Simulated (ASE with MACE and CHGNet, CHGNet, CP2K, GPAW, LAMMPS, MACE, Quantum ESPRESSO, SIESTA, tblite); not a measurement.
**Machine-learned potentials on glassy 67P2O5-33MgO (mol %) (80 atoms): settings against a plane-wave reference**

Aim: run glassy 67P2O5-33MgO (mol %) (80 atoms) in machine-learned potentials and see how near its forces come to a plane-wave reference, and at what cost.

Method: the method is named at each step, in ASE with MACE and CHGNet.

**1. The structure**

The cell holds 80 atoms: 20 P, 5 Mg and 55 O. Cell: a = 10.514 Å, b = 10.514 Å, c = 10.514 Å, α = 90.0°, β = 90.0°, γ = 90.0°. 80 atoms (20 P, 5 Mg, 55 O) placed at random at 2.32 g/cm³, melted at 4000 K for 10 ps at fixed volume with the Morse and Coulomb pair potential with partial charges (Pedone, Malavasi, Menziani, Cormack and Segre, J. Phys. Chem. B 110, 11780 (2006)). Quenched from 4000 K to 300 K at 25 K/ps and fixed volume, held 5 ps.

The yardstick, on the same geometry:

* method: Kohn-Sham DFT, PBE, SSSP efficiency 1.3.0 pseudopotentials, plane waves (Quantum ESPRESSO 7.5); sssp-pbe-1.3.0-efficiency, cutoffs 60/480 Ry, Γ point
* r.m.s. force component: 1.479 eV/Å
* longest force: 6.598 eV/Å
* pressure: 2.266 GPa
* gap (highest filled to lowest empty level): 1.154 eV
* time: 4.8 min on 2 MPI ranks of Arm Neoverse V1, shared host
* CPU time: 9.6 min

**2. MACE MP-0b2 small potential**

Method: machine-learned interatomic potential MACE MP-0b2 small, trained on PBE(+U) plane-wave data.

File run.py:

```python
import numpy as np
from ase.io import read
import mlip  # loads the published weights by name

atoms = read("structure.xyz")
atoms.calc = mlip.calc("mace-mp-0b2-small")
energy = atoms.get_potential_energy()
forces = atoms.get_forces()
print(f"energy {energy:.6f} eV")
print("forces (eV/A)")
for i, (a, f) in enumerate(zip(atoms, forces)):
    print(f"{i:4d} {a.symbol:2s} {f[0]:10.5f} {f[1]:10.5f} {f[2]:10.5f}")
stress = -atoms.get_stress(voigt=False) * 160.21766
print("stress (GPa, compression positive)")
for row in stress:
    print(" ".join(f"{x:10.4f}" for x in row))
```

File structure.xyz:

```xyz
80
Lattice="10.51380 0.00000 0.00000 0.00000 10.51380 0.00000 0.00000 0.00000 10.51380" Properties=species:S:1:pos:R:3 pbc="T T T"
P 0.83259 0.79221 5.96322
P 6.05658 4.80712 0.91302
P 5.56317 3.67279 6.15604
P 0.46092 5.77975 7.26230
P 6.74965 3.06961 8.97900
P 5.48105 10.43968 2.40251
P 4.19185 7.20826 0.60097
P 2.03947 3.84532 2.89908
P 9.73021 3.95456 9.37253
P 2.11212 10.40267 8.60123
P 10.41255 8.97921 10.31425
P 6.21134 0.91449 5.20738
P 5.92558 6.47587 4.93549
P 10.37218 3.58121 5.12001
P 8.97889 5.56432 1.43398
P 3.17874 6.66060 3.44832
P 7.95716 8.42671 8.43385
P 8.66873 9.66586 5.71131
P 10.00767 0.85309 1.71848
P 3.22490 5.65401 8.67935
Mg 2.26352 2.81349 10.20375
Mg 7.94633 8.11466 2.84030
Mg 5.54929 10.35273 9.84744
Mg 4.82678 8.82770 7.22077
Mg 2.46612 0.71178 3.12775
O 6.57533 9.02158 8.58410
O 0.10924 7.17010 7.07379
O 2.94176 2.68459 3.18757
O 1.65540 0.51423 4.79934
O 2.23965 7.61883 4.08903
O 6.17444 3.53958 7.61840
O 3.37093 4.26398 9.28715
O 1.82814 3.91502 1.40244
O 9.11504 8.83727 9.45432
O 4.46447 6.45453 4.27964
O 6.06057 0.68119 3.70874
O 9.98306 9.90137 0.96695
O 9.56262 0.70306 3.11293
O 1.47677 0.41519 7.29595
O 3.66437 7.08146 2.03137
O 5.74779 0.63430 1.12182
O 5.99655 7.70525 5.84893
O 6.86593 6.60309 3.77487
O 3.14678 9.33941 8.21107
O 5.20233 0.15729 6.09716
O 8.73087 7.05245 1.38561
O 10.02344 10.43694 5.94040
O 8.44290 9.03482 7.10743
O 4.55973 8.57852 0.13699
O 8.29675 3.41394 8.96901
O 5.35121 6.16077 0.62294
O 0.26915 2.92431 9.39408
O 0.98188 1.01542 1.78514
O 0.34170 2.27971 5.95386
O 4.04340 10.20890 2.77259
O 6.10368 2.41512 5.48169
[... 20 atom lines left out ...]
O 0.37292 4.79976 6.00611
O 6.30860 9.12829 2.36855
O 9.21724 1.89995 1.00018
O 9.66618 5.19298 2.70835
```

Launch:

```console
$ OMP_NUM_THREADS=1 python run.py > output.txt
```

What it wrote:

```text
energy -549.767259 eV
forces (eV/A)
   0 P    -1.75571    0.34081   -1.85712
   1 P    -1.96211   -0.79363    2.31646
   2 P    -5.67432    2.32224    1.73680
   3 P     0.11154    0.32583   -0.53834
   4 P     0.09631   -1.70403    0.46366
   5 P     0.64001   -3.77452   -0.48059
   6 P     1.56278    1.17062   -2.77511
   7 P     0.81371   -2.19244   -2.49321
   8 P     0.45933    0.12590    1.09824
   9 P     2.15220   -2.49644    1.69231
  10 P     0.16847   -1.50412    0.50743
  11 P    -2.75888   -5.08010    1.96625
  12 P     0.63077    3.38741   -1.48709
  13 P    -1.35719    0.20181    0.71293
  14 P     1.36503    1.12560    2.45782
  15 P    -1.68085    1.94332    3.04600
  16 P    -0.07482   -4.99296    1.11888
  17 P     1.64477   -1.33461   -0.76451
  18 P     0.19203    1.23022   -0.42696
  19 P     3.92430   -2.77488   -0.63497
  20 Mg   -0.71019    0.72897    0.33415
  21 Mg   -0.92527   -0.32882    0.05062
  22 Mg    0.47990   -0.09661    0.69243
  23 Mg    0.71068   -0.61274   -0.77049
[...]
72 O    -0.35293   -0.58571    0.79316
  73 O     1.23142   -1.44793    0.70987
  74 O     0.17262    1.20498    0.07002
  75 O     0.00548   -0.78204    0.00053
  76 O     1.47039    0.52252   -0.21539
  77 O    -0.03461    0.62793    0.54712
  78 O    -0.27526   -0.10489   -0.88610
  79 O    -0.54211   -0.34994   -1.32646
stress (GPa, compression positive)
    1.6556    -0.1247     0.2445
   -0.1247    -0.1945    -0.5654
    0.2445    -0.5654     1.5330
```

Wall time 9.7 s (1 thread of Arm Neoverse V1, shared host); peak memory 0.66 GiB.

Banners, paths, timers and routine set-up lines are dropped from the logs unmarked, and long logs keep their key lines alone; longer cuts are marked.

Against the reference:

```yaml
r_m_s_force_component: 1.31 eV/Å
r_m_s_difference_of_force_components: 346.9 meV/Å
longest_difference_of_force_vectors: 2334 meV/Å
force_difference_over_r_m_s_force: 23.46 %
slope_of_forces_against_the_reference_s: 0.8647
correlation_of_force_components: 0.9763
pressure: 0.998 GPa
pressure_difference: -1.268 GPa
```

Length of the force difference by element (eV/Å):

```
element  atoms  mean  most
     Mg      5  0.42  0.80
      O     55  0.41   1.7
      P     20  0.70   2.3
```

The surroundings of Mg25, one of the 5 Mg atoms, nearest first, numbered as they follow in the input and with coordinates relative to it.

```
atom      x      y      z  distance (Å)  bonds     Fx     Fy  Fz (eV/Å)
Mg25   0.00   0.00   0.00          0.00      4   0.01   0.63      -1.02
 O29  -0.81  -0.20   1.67          1.87      2   0.63  -0.63       0.40
 O55   1.58  -1.02  -0.36          1.91      2  -0.72   0.17       0.11
 O53  -1.48   0.30  -1.34          2.02      2   2.86   0.62      -0.53
 O28   0.48   1.97   0.06          2.03      2   0.50  -0.24       1.01
  P8  -0.43   3.13  -0.23          3.17      4   0.81  -2.19      -2.49
  P6   3.01  -0.79  -0.73          3.20      4   0.64  -3.77      -0.48
  P1  -1.63   0.08   2.84          3.27      4  -1.76   0.34      -1.86
 P19  -2.97   0.14  -1.41          3.29      4   0.19   1.23      -0.43
 O72  -1.71   2.81   0.73          3.37      2  -0.26   0.65       0.03
 O38  -3.42  -0.01  -0.01          3.42      1  -1.58  -0.95       2.41
```

Atoms are counted from 1 here, from 0 in the log.

Forces lie 23 % from the reference's, at 0.015 times its CPU time (on 1 against 2 cores).

**3. CHGNet 0.3.0 potential**

Method: machine-learned interatomic potential CHGNet 0.3.0, trained on PBE(+U) plane-wave data.

Edit run.py of step 2 so:

```diff
@@ -5,3 +5,3 @@
 atoms = read("structure.xyz")
-atoms.calc = mlip.calc("mace-mp-0b2-small")
+atoms.calc = mlip.calc("chgnet-0.3.0")
 energy = atoms.get_potential_energy()
```

structure.xyz is that of step 2.

What it wrote:

```text
CHGNet v0.3.0 initialized with 412,525 parameters
CHGNet will run on cpu
energy -588.180603 eV
forces (eV/A)
   0 P    -1.72762    0.43199   -1.62537
   1 P    -2.31415   -0.99156    2.64191
   2 P    -6.08968    2.09988    1.91155
   3 P    -0.02291    0.48510   -0.72455
   4 P    -0.16887   -1.87773    0.45766
   5 P     0.56925   -4.32338   -0.42818
   6 P     1.70616    1.47267   -2.59449
   7 P     1.04498   -2.35987   -2.63860
   8 P     0.64660   -0.02029    1.17294
   9 P     2.40884   -2.49021    1.65188
  10 P     0.38222   -1.91186    0.73551
  11 P    -3.16990   -5.25638    2.32045
  12 P     0.86621    3.62531   -1.38495
  13 P    -1.92295    0.35296    0.83317
  14 P     1.38052    1.07341    2.69465
  15 P    -1.93207    2.41729    3.14294
  16 P    -0.07283   -5.21324    1.10910
  17 P     1.72703   -1.55644   -0.75880
  18 P    -0.05525    1.13080   -0.92341
  19 P     4.08121   -2.92354   -0.88862
  20 Mg   -0.51358    0.72265    0.26303
  21 Mg   -0.98533   -0.47080   -0.03941
  22 Mg    0.35761   -0.28723    0.75680
  23 Mg    0.72331   -0.51336   -0.75452
[...]
72 O    -0.27590   -0.58113    0.80922
  73 O     1.27617   -1.20199    0.59432
  74 O     0.18739    1.14254   -0.07703
  75 O     0.25819   -0.70919    0.08237
  76 O     1.54157    0.58706   -0.18420
  77 O    -0.08145    0.80339    0.45125
  78 O    -0.27206   -0.14926   -0.78221
  79 O    -0.56867   -0.50609   -1.26073
stress (GPa, compression positive)
    2.0186     0.0503     0.3489
    0.0503     0.3768    -0.5901
    0.3489    -0.5901     2.0908
```

It took 4.5 s on 1 thread; peak memory 0.98 GiB.

Numbers from this run, and their distance from the reference:

* r.m.s. force component: 1.386 eV/Å
* r.m.s. difference of force components: 386.1 meV/Å
* longest difference of force vectors: 2591 meV/Å
* force difference over r.m.s. force: 26.11 %
* slope of forces against the reference's: 0.9053
* correlation of force components: 0.9657
* pressure: 1.495 GPa
* pressure difference: -0.7706 GPa

Against the first run (23 %), the force difference from the reference is 26 %, at 0.52 times the CPU time.

**4. MACE MPA-0 medium potential**

Method: machine-learned interatomic potential MACE MPA-0 medium, trained on PBE(+U) plane-wave data.

Edit run.py of step 3 so:

```diff
@@ -5,3 +5,3 @@
 atoms = read("structure.xyz")
-atoms.calc = mlip.calc("chgnet-0.3.0")
+atoms.calc = mlip.calc("mace-mpa-0-medium")
 energy = atoms.get_potential_energy()
```

structure.xyz is that of step 3.

What it wrote:

```text
energy -548.460133 eV
forces (eV/A)
   0 P    -1.87303    0.64438   -2.03679
   1 P    -1.77549   -0.70452    2.72537
   2 P    -5.79913    2.55477    1.68429
   3 P     0.25150    0.25754   -0.73968
   4 P    -0.06891   -1.34957    0.65386
   5 P     0.74705   -4.02017   -0.45831
   6 P     1.50000    0.59088   -2.63643
   7 P     0.87857   -2.27999   -2.65411
   8 P     0.47433    0.24316    1.47659
   9 P     1.78875   -2.73629    2.02762
  10 P    -0.22664   -1.56913    1.22358
  11 P    -2.66163   -4.96784    1.53638
  12 P     0.77891    3.33649   -1.77778
  13 P    -1.60069    0.42085    0.44455
  14 P     1.11481    1.27639    2.93054
  15 P    -1.62860    1.90247    3.02594
  16 P     0.28055   -5.39062    1.44236
  17 P     1.47907   -1.51140   -0.95205
  18 P    -0.09769    1.33521   -0.48630
  19 P     4.01653   -2.67835   -0.73163
  20 Mg   -0.80940    0.84142    0.50888
  21 Mg   -0.91506   -0.57700   -0.00089
  22 Mg    0.50100   -0.22772    0.85476
  23 Mg    0.89827   -0.84220   -0.95739
[...]
72 O    -0.31696   -0.57964    0.87045
  73 O     1.20614   -1.75460    0.92151
  74 O     0.08126    1.26646   -0.10003
  75 O    -0.07850   -0.78525   -0.08283
  76 O     1.67609    0.73934    0.03181
  77 O    -0.06372    0.65755    0.52154
  78 O    -0.23856   -0.21015   -0.92214
  79 O    -0.51234   -0.50371   -1.35087
stress (GPa, compression positive)
    2.0786     0.0710     0.1447
    0.0710     0.1099    -0.8118
    0.1447    -0.8118     1.7010
```

It took 9.4 s on 1 thread; peak memory 1 GiB.

Numbers from this run, and their distance from the reference:

```yaml
r_m_s_force_component: 1.379 eV/Å
r_m_s_difference_of_force_components: 249.1 meV/Å
longest_difference_of_force_vectors: 2158 meV/Å
force_difference_over_r_m_s_force: 16.85 %
slope_of_forces_against_the_reference_s: 0.9209
correlation_of_force_components: 0.9872
pressure: 1.296 GPa
pressure_difference: -0.9695 GPa
```

Against the first run (23 %), the force difference from the reference is 17 %, at 1.1 times the CPU time.

**5. The ladder**

Differences are against the plane-wave reference, forces as r.m.s. over components; share is that over the reference's r.m.s. force, slope the least-squares factor from reference forces to these. Total energies of different programs have different zeros and aren't compared.

```csv
run,"Δ force, r.m.s. (meV/Å)",share (%),slope,Δ pressure (GPa),cores,CPU time,memory (GiB)
reference,-,-,-,-,2,9.6 min,3.5
MACE MP-0b2 small potential,347,23.5,0.865,-1.27,1,8.5 s,0.66
CHGNet 0.3.0 potential,386,26.1,0.905,-0.771,1,4.4 s,0.98
MACE MPA-0 medium potential,249,16.8,0.921,-0.970,1,9.3 s,1
```

Times of the machine-learned potentials are mostly Python's start and the loading of weights.

CPU time is summed over cores on a shared host, where runs went side by side, so it is rough. Symmetry, cutoffs, thresholds, outputs and thread counts weren't matched or tuned between programs; memory under MPI is the largest rank's times the ranks.

**6. Outcome**

```yaml
nearest_in_forces: MACE MPA-0 medium potential, 17 %
its_cpu_time: 9.3 s
```

**Reading.** Machine-learned potentials differ by 17 % (MACE MPA-0 medium potential) to 26 % (CHGNet 0.3.0 potential); they were trained on other programs' data. The reference's pressure holds the uncorrected Pulay stress of its 60 Ry basis, so small pressure differences, and their order, may be the reference's own error. In our tests on small cells the SSSP efficiency potentials stood apart from two norm-conserving sets, for C–F bonds most and for P–O bonds less, so differences between them and other runs here needn't be the other run's error. Machine-learned potentials mimic data converged in k, so the reference's own k-point error enters their differences. The quench rate of 25 K/ps is many orders above laboratory rates, so the cell is likely richer in defects and strain than a real sample. The network of bonds at the start is that of the classical potential that made the cell, and needn't be the one that DFT or experiment would give. The electronic-structure runs sample only Γ, in a cell whose shortest periodic width is 11 Å.

[Also dropped from logs without a mark: logging warnings of Python, and SIESTA's first energy breakdown and zero terms.]

[Logs are printed without paths, hosts, clocks, repeated set-up lines and the standing remarks that a program may print on its own settings, such as how far it seeks lower states.]

[Hosts, paths, dates, database ids (printed as entryN), source tags and the programs' standing remarks are cut or masked in the printed files.]
